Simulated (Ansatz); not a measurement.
# LiF (Griceite, Fm-3m): phonons against volume, part 3 of 4

Aim: how the vibrations of LiF (Griceite) shift with volume, and the expansion that follows.

What experiment has found for this phase:
- volume expansion coefficient 99.6 1e-6/K and heat capacity C_P per formula unit 42 J/mol/K near room temperature (given in “High-Throughput Prediction of Finite-Temperature Properties using the Quasi-Harmonic Approximation”, 2016, arXiv:1603.06924)
- volume expansion coefficient 106.5 1e-6/K near room temperature (given in “Descriptors for thermal expansion in solids”, 2017, arXiv:1701.03966)

Ansatz 0.2.0; DFT LDA, scalar-relativistic, plane waves, PAW.

So far, highest frequency (cm⁻¹): step 6 (phonons, V/V0 1) 668.

### 10. Phonons, V/V0 0.985

Phonons at this volume give one point of F(V, T); meshes stay fixed along the series.

The input, input.yaml:

```yaml
crystal:
  lattice:
    - [0.0, 1.9446328746, 1.9446328746]
    - [1.9446328746, 0.0, 1.9446328746]
    - [1.9446328746, 1.9446328746, 0.0]
  atoms:
    - { symbol: Li, position: [0.0, 0.0, 0.0] }
    - { symbol: F, position: [0.5, 0.5, 0.5] }
kpoints:
  mp_grid: { grid: [12, 12, 12] }
hamiltonian:
  xc: lda
scf:
  occupations: { method: fixed }
  lower_state_search: "off"
output:
  eigenvalues: true
phonons:
  method: dfpt
  dielectric: true
  rigid_motions: translations
  qmesh: [4, 4, 4]
  temperatures: { t_max: 1000, t_step: 50 }
  qpath:
    path:
      - [[0.0, 0.0, 0.0], [0.5, 0.0, 0.5], [0.625, 0.25, 0.625]]
      - [[0.375, 0.375, 0.75], [0.0, 0.0, 0.0], [0.5, 0.5, 0.5], [0.5, 0.25, 0.75], [0.5, 0.0, 0.5]]
    npoints: 10
```

Run with:

```console
ansatz run input.yaml --threads 4 --pin off --max-ram 16384MiB --backend cpu --events-out ev --progress --plain --runs-dir out
```

Numbers of over 12 decimals in the logs are rounded to 6 here.

Log:

```text
[...]
Crystal: 2 atoms, lattice volume = 14.708 Å³
Basis set: ecut = 420 eV, 283 PW (Γ), exchange–correlation on 40×40×40 points (8 copies of the dense FFT grid, shifted against one another)
Bands: 9, of which v1, the nominal top of the filled ones, is band 5 counted from 1 (4 counted from 0)
Symmetry: 48 space group operations
k-points: 163 of 1728 (irreducible under 8 space group operations, time reversal used)
[...]
optical modes at Γ + LO–TO along q̂ = [0.0000, 1.0000, 0.0000]:
      ω (cm⁻¹)  modes    IR ((D/Å)²/amu)
        352.72      2             9.7965
        677.52      1             4.8982
  optical modes at Γ + LO–TO along q̂ = [0.0000, 0.0000, 1.0000]:
      ω (cm⁻¹)  modes    IR ((D/Å)²/amu)
        352.72      2             9.7965
        677.52      1             4.8982
--- Phonons (arbitrary-q DFPT): 8 irreducible q on the 4×4×4 mesh ---
[...]
interpolated dispersion: 63 rows × 6 modes
[...]
[key lines of the parts left out:]
SCF converged after 7 iterations
Free energy (F): -998.695978 eV
Fermi energy:    1.488673 eV
```

Elapsed: 32 s, on 4 threads of Arm Neoverse V2, shared host; peak memory 0.81 GiB.

LO-TO term included. The phonon branches at the labelled points (cm⁻¹):

```csv
point,branch 1,branch 2,branch 3,branch 4,branch 5,branch 6
Γ,0,0,0,353,353,678
halfway,185,185,289,372,372,585
X,256,256,386,390,390,490
halfway,256,282,380,384,408,482
U,258,331,363,368,453,460
jump to K,258,331,363,368,453,460
halfway,190,218,299,329,385,622
Γ,0,0,0,353,353,678
halfway,159,159,274,346,346,660
L,238,238,328,328,405,634
halfway,257,294,351,381,387,552
W,297,340,340,406,436,436
halfway,277,286,374,399,403,475
X,256,256,386,390,390,490
```

The phonon branches as a text plot (rows in cm⁻¹):

```
    663 |***                      ************
    635 |   *                   **            *****
    607 |    **                *                   **
    579 |      *                                     *
    550 |       *            **                       *
    522 |        *          *                          *
    494 |         ******   *                            *     ***
    466 |               ***                                 **
    438 |                * *                             ***
    409 |              **   ***                 *****  ********
    381 |    **************    *****           *     ****    ****
    353 |****    *        *****   *************    **********
    325 |       *        ** ******           ********   ** *
    296 |      *        *    ** *                     ** *****
    268 |            *******   * *          *       *****     ***
    240 |    **  ****       ***            *    ******
    212 |       *              ** **          **
    183 |   *  *                **        *  *
    155 |    **                  *          *
    127 |  **                     ***    * *
     99 |                           *     *
     71 | **                        **  **
     42 | *                          *  *
     14 |*                            **
         Γ           X  U|K            Γ         L        W     X
```

No mode is imaginary beyond numerical noise at the solved wavevectors. The highest zone-centre mode (no LO–TO term) moved by +4.0 % for a volume change of -1.5 %.

### 11. Single point at a scaled cell, V/V0 1.03

Symmetry fixes every atom, so a single point at the scaled cell gives the energy and pressure of this member.

input.yaml, the sections that differ from step 10:

```yaml
crystal:
  lattice:
    - [0.0, 1.9738067118, 1.9738067118]
    - [1.9738067118, 0.0, 1.9738067118]
    - [1.9738067118, 1.9738067118, 0.0]
  atoms:
    - { symbol: Li, position: [0.0, 0.0, 0.0] }
    - { symbol: F, position: [0.5, 0.5, 0.5] }
output:
  forces: true
  stress: true
  eigenvalues: true
  write_density: true
  write_potential: true
  elf: true
  volumetric_format: npy
# kpoints, hamiltonian, scf: as in step 10
# phonons: removed
```

Log:

```text
[...]
Crystal: 2 atoms, lattice volume = 15.380 Å³
Basis set: ecut = 420 eV, 307 PW (Γ)
Bands: 9, of which v1, the nominal top of the filled ones, is band 5 counted from 1 (4 counted from 0)
Symmetry: 48 space group operations
[...]
k-points: 72 of 1728
[...]
Free energy (F): -998.693436 eV
[...]
Internal energy: -998.693436 eV  (E = F + TS)
E sigma→0 (E₀):  -998.693436 eV
Fermi energy:    1.088311 eV
[...]
--- Stress (GPa, compression-positive) ---
       -2.415750       0.000000       0.000000
       -0.000000      -2.415750      -0.000000
       -0.000000       0.000000      -2.415750
  P = ⅓ Tr σ = -2.4157 GPa (-24.157 kbar)
--- Band table (eV; the first three rows and the last of 72) ---
[...]
[key lines of the parts left out:]
SCF converged after 6 iterations
```

Elapsed: 0.33 s, on 4 threads; peak memory 0.25 GiB.

The run ends at a pressure of -2.42 GPa.

### 12. Lattice dynamics at this volume, V/V0 1.03

Phonons at this volume give one point of F(V, T); meshes stay fixed along the series.

input.yaml, the sections that differ from step 11:

```yaml
output:
  eigenvalues: true
phonons:
  method: dfpt
  dielectric: true
  rigid_motions: translations
  qmesh: [4, 4, 4]
  temperatures: { t_max: 1000, t_step: 50 }
  qpath:
    path:
      - [[0.0, 0.0, 0.0], [0.5, 0.0, 0.5], [0.625, 0.25, 0.625]]
      - [[0.375, 0.375, 0.75], [0.0, 0.0, 0.0], [0.5, 0.5, 0.5], [0.5, 0.25, 0.75], [0.5, 0.0, 0.5]]
    npoints: 10
# crystal, kpoints, hamiltonian, scf: as in step 11
```

Log:

```text
[...]
Crystal: 2 atoms, lattice volume = 15.380 Å³
Basis set: ecut = 420 eV, 307 PW (Γ), exchange–correlation on 40×40×40 points (8 copies of the dense FFT grid, shifted against one another)
Bands: 9, of which v1, the nominal top of the filled ones, is band 5 counted from 1 (4 counted from 0)
Symmetry: 48 space group operations
k-points: 163 of 1728 (irreducible under 8 space group operations, time reversal used)
[...]
optical modes at Γ + LO–TO along q̂ = [0.0000, 1.0000, 0.0000]:
      ω (cm⁻¹)  modes    IR ((D/Å)²/amu)
        312.93      2             9.8899
        650.41      1             4.9450
  optical modes at Γ + LO–TO along q̂ = [0.0000, 0.0000, 1.0000]:
      ω (cm⁻¹)  modes    IR ((D/Å)²/amu)
        312.93      2             9.8899
        650.41      1             4.9450
--- Phonons (arbitrary-q DFPT): 8 irreducible q on the 4×4×4 mesh ---
[...]
interpolated dispersion: 63 rows × 6 modes
[...]
[key lines of the parts left out:]
SCF converged after 7 iterations
Free energy (F): -998.693437 eV
Fermi energy:    1.088292 eV
```

Wall time 32 s (4 threads); peak memory 0.82 GiB.

LO-TO term included. The phonon branches at the labelled points (cm⁻¹):

| point | branch 1 | branch 2 | branch 3 | branch 4 | branch 5 | branch 6 |
| --- | --- | --- | --- | --- | --- | --- |
| Γ | 0 | 0 | 0 | 313 | 313 | 650 |
| halfway | 180 | 180 | 260 | 331 | 331 | 564 |
| X | 248 | 248 | 350 | 350 | 355 | 468 |
| halfway | 247 | 271 | 345 | 351 | 371 | 459 |
| U | 244 | 312 | 332 | 337 | 424 | 434 |
| jump to K | 244 | 312 | 332 | 337 | 424 | 434 |
| halfway | 169 | 211 | 279 | 295 | 346 | 598 |
| Γ | 0 | 0 | 0 | 313 | 313 | 650 |
| halfway | 145 | 145 | 260 | 309 | 309 | 634 |
| L | 217 | 217 | 296 | 296 | 384 | 609 |
| halfway | 237 | 274 | 317 | 349 | 367 | 527 |
| W | 276 | 320 | 320 | 378 | 406 | 406 |
| halfway | 262 | 275 | 346 | 365 | 365 | 451 |
| X | 248 | 248 | 350 | 350 | 355 | 468 |

The phonon branches as a text plot (rows in cm⁻¹):

```
    637 |***                      ************
    610 |   *                   **            *****
    583 |    **                *                   **
    556 |      *                                     *
    528 |       *            **                       *
    501 |        *          *                          *
    474 |         *****    *                            *      **
    447 |              ***                                  ***
    420 |                ***                             * *
    393 |               *   *                    ***    ****
    366 |            ***     ***               **   **** ********
    339 |   ******************* ****          *      ****  **** *
    312 |***     *       *******  **************  ***** ****
    285 |       *       *    *****              ***   ** *****
    257 |      *    *******    *            *        * **   *****
    230 |    **  ***       ****  *                *****
    203 |       *              **          *   ***
    176 |   *  *                ****      *  **
    149 |    **                  *          *
    122 |  **                     ***    * *
     95 |                         ***     *
     68 | **                        **  **
     41 | *                          *  *
     14 |*                            **
         Γ           X  U|K            Γ         L        W     X
```

No mode is imaginary beyond numerical noise at the solved wavevectors. The highest zone-centre mode (no LO–TO term) moved by -7.7 % for a volume change of +3.0 %.

### 13. Single point at a scaled cell, V/V0 0.97

Symmetry fixes every atom, so a single point at the scaled cell gives the energy and pressure of this member.

input.yaml, the sections that differ from step 12:

```yaml
crystal:
  lattice:
    - [0.0, 1.9347111057, 1.9347111057]
    - [1.9347111057, 0.0, 1.9347111057]
    - [1.9347111057, 1.9347111057, 0.0]
  atoms:
    - { symbol: Li, position: [0.0, 0.0, 0.0] }
    - { symbol: F, position: [0.5, 0.5, 0.5] }
output:
  forces: true
  stress: true
  eigenvalues: true
# kpoints, hamiltonian, scf: as in step 12
# phonons: removed
```

Log:

```text
[...]
Crystal: 2 atoms, lattice volume = 14.484 Å³
Basis set: ecut = 420 eV, 283 PW (Γ)
Bands: 9, of which v1, the nominal top of the filled ones, is band 5 counted from 1 (4 counted from 0)
Symmetry: 48 space group operations
[...]
k-points: 72 of 1728
[...]
Free energy (F): -998.693194 eV
[...]
Internal energy: -998.693194 eV  (E = F + TS)
E sigma→0 (E₀):  -998.693194 eV
Fermi energy:    1.631168 eV
[...]
--- Stress (GPa, compression-positive) ---
        2.816649       0.000000       0.000000
        0.000000       2.816649      -0.000000
        0.000000       0.000000       2.816649
  P = ⅓ Tr σ = 2.8166 GPa (28.166 kbar)
--- Band table (eV; the first three rows and the last of 72) ---
[...]
[key lines of the parts left out:]
SCF converged after 6 iterations
```

Run time: 0.26 s. Hardware: 4 threads; peak memory 0.25 GiB; 0.66 s of CPU time.

The run ends at a pressure of 2.82 GPa.

### 14. Phonons, V/V0 0.97

The same q-mesh and k-mesh are kept at every volume, so that much of their error can cancel in the differences.

input.yaml, the sections that differ from step 13:

```yaml
output:
  eigenvalues: true
phonons:
  method: dfpt
  dielectric: true
  rigid_motions: translations
  qmesh: [4, 4, 4]
  temperatures: { t_max: 1000, t_step: 50 }
  qpath:
    path:
      - [[0.0, 0.0, 0.0], [0.5, 0.0, 0.5], [0.625, 0.25, 0.625]]
      - [[0.375, 0.375, 0.75], [0.0, 0.0, 0.0], [0.5, 0.5, 0.5], [0.5, 0.25, 0.75], [0.5, 0.0, 0.5]]
    npoints: 10
# crystal, kpoints, hamiltonian, scf: as in step 13
```

Log:

```text
[...]
Crystal: 2 atoms, lattice volume = 14.484 Å³
Basis set: ecut = 420 eV, 283 PW (Γ), exchange–correlation on 40×40×40 points (8 copies of the dense FFT grid, shifted against one another)
Bands: 9, of which v1, the nominal top of the filled ones, is band 5 counted from 1 (4 counted from 0)
Symmetry: 48 space group operations
k-points: 163 of 1728 (irreducible under 8 space group operations, time reversal used)
[...]
optical modes at Γ + LO–TO along q̂ = [0.0000, 1.0000, 0.0000]:
      ω (cm⁻¹)  modes    IR ((D/Å)²/amu)
        366.51      2             9.7641
        687.21      1             4.8821
  optical modes at Γ + LO–TO along q̂ = [0.0000, 0.0000, 1.0000]:
      ω (cm⁻¹)  modes    IR ((D/Å)²/amu)
        366.51      2             9.7641
        687.21      1             4.8821
--- Phonons (arbitrary-q DFPT): 8 irreducible q on the 4×4×4 mesh ---
[...]
interpolated dispersion: 63 rows × 6 modes
[...]
[key lines of the parts left out:]
SCF converged after 7 iterations
Free energy (F): -998.693195 eV
Fermi energy:    1.631149 eV
```

Wall time 31 s (4 threads); peak memory 0.79 GiB.

LO-TO term included. Phonon branches along the path, in cm⁻¹:

```
    point  branch 1  branch 2  branch 3  branch 4  branch 5  branch 6
        Γ         0         0         0       366       366       687
  halfway       186       186       299       386       386       593
        X       258       258       395       404       404       500
  halfway       259       286       389       398       421       492
        U       263       338       370       381       464       470
jump to K       263       338       370       381       464       470
  halfway       198       220       306       340       399       631
        Γ         0         0         0       366       366       687
  halfway       163       163       279       358       358       670
        L       246       246       339       339       413       642
  halfway       264       300       363       386       400       561
        W       304       345       345       416       448       448
  halfway       282       289       383       411       417       485
        X       258       258       395       404       404       500
```

The phonon branches as a text plot (rows in cm⁻¹):

```
    673 |***                      ************
    644 |   *                   **            *****
    616 |    **                *                   **
    587 |      *                                     *
    558 |       *            **                       *
    530 |        *          *                          *
    501 |         ******   *                            *     ***
    472 |               ***                              *  **
    444 |               ** **                            ***
    415 |           ****     ***                *****  **********
    387 |  ****************     *****          *     ****    ****
    358 |**      *        *****  ***************   **** *****
    329 |       *        ** *****            *  ****    ** *
    301 |      *        *    ** *                     ** *****
    272 |            ********  * *          *      ******     ***
    243 |    **  ****        **            *    ******
    215 |       *              ** **          **
    186 |   *  *                **        *  *
    157 |    **                  *          *
    129 |  **                     ***    * *
    100 |                           *     *
     72 | **                        **  **
     43 | *                          *  *
     14 |*                            **
         Γ           X  U|K            Γ         L        W     X
```

No mode is imaginary beyond numerical noise at the solved wavevectors. The highest zone-centre mode (no LO–TO term) moved by +8.1 % for a volume change of -3.0 %.

### 15. A cell at another volume, V/V0 1.05

Symmetry fixes every atom, so a single point at the scaled cell gives the energy and pressure of this member.

The cell differs from the one that the last finished run ended in (a 2.736 → 2.809 Å, b 2.736 → 2.809 Å, c 2.736 → 2.809 Å).

input.yaml, the sections that differ from step 14:

```yaml
crystal:
  lattice:
    - [0.0, 1.9865003514, 1.9865003514]
    - [1.9865003514, 0.0, 1.9865003514]
    - [1.9865003514, 1.9865003514, 0.0]
  atoms:
    - { symbol: Li, position: [0.0, 0.0, 0.0] }
    - { symbol: F, position: [0.5, 0.5, 0.5] }
output:
  forces: true
  stress: true
  eigenvalues: true
# kpoints, hamiltonian, scf: as in step 14
# phonons: removed
```

Log:

```text
[...]
Crystal: 2 atoms, lattice volume = 15.678 Å³
Basis set: ecut = 420 eV, 331 PW (Γ)
Bands: 9, of which v1, the nominal top of the filled ones, is band 5 counted from 1 (4 counted from 0)
Symmetry: 48 space group operations
[...]
k-points: 72 of 1728
[...]
Free energy (F): -998.687629 eV
[...]
Internal energy: -998.687629 eV  (E = F + TS)
E sigma→0 (E₀):  -998.687629 eV
Fermi energy:    0.922677 eV
[...]
--- Stress (GPa, compression-positive) ---
       -3.823455      -0.000000      -0.000000
       -0.000000      -3.823455       0.000000
        0.000000       0.000000      -3.823455
  P = ⅓ Tr σ = -3.8235 GPa (-38.235 kbar)
--- Band table (eV; the first three rows and the last of 72) ---
[...]
[key lines of the parts left out:]
SCF converged after 6 iterations
```

The job ended after 0.26 s (4 threads; peak memory 0.25 GiB; 0.67 s of CPU time).

The run ends at a pressure of -3.82 GPa.

(Continued in part 4 of 4.)

[Logs are printed without paths, hosts, clocks, repeated set-up lines and the standing remarks that a program may print on its own settings, such as how far it seeks lower states.]

[Hosts, paths, dates, database ids (printed as entryN), source tags and the programs' standing remarks are cut or masked in the printed files.]

[A step with changed settings may run another functional than the one named; its input shows which.]

[Of the runs on displaced cells, only some may be shown.]
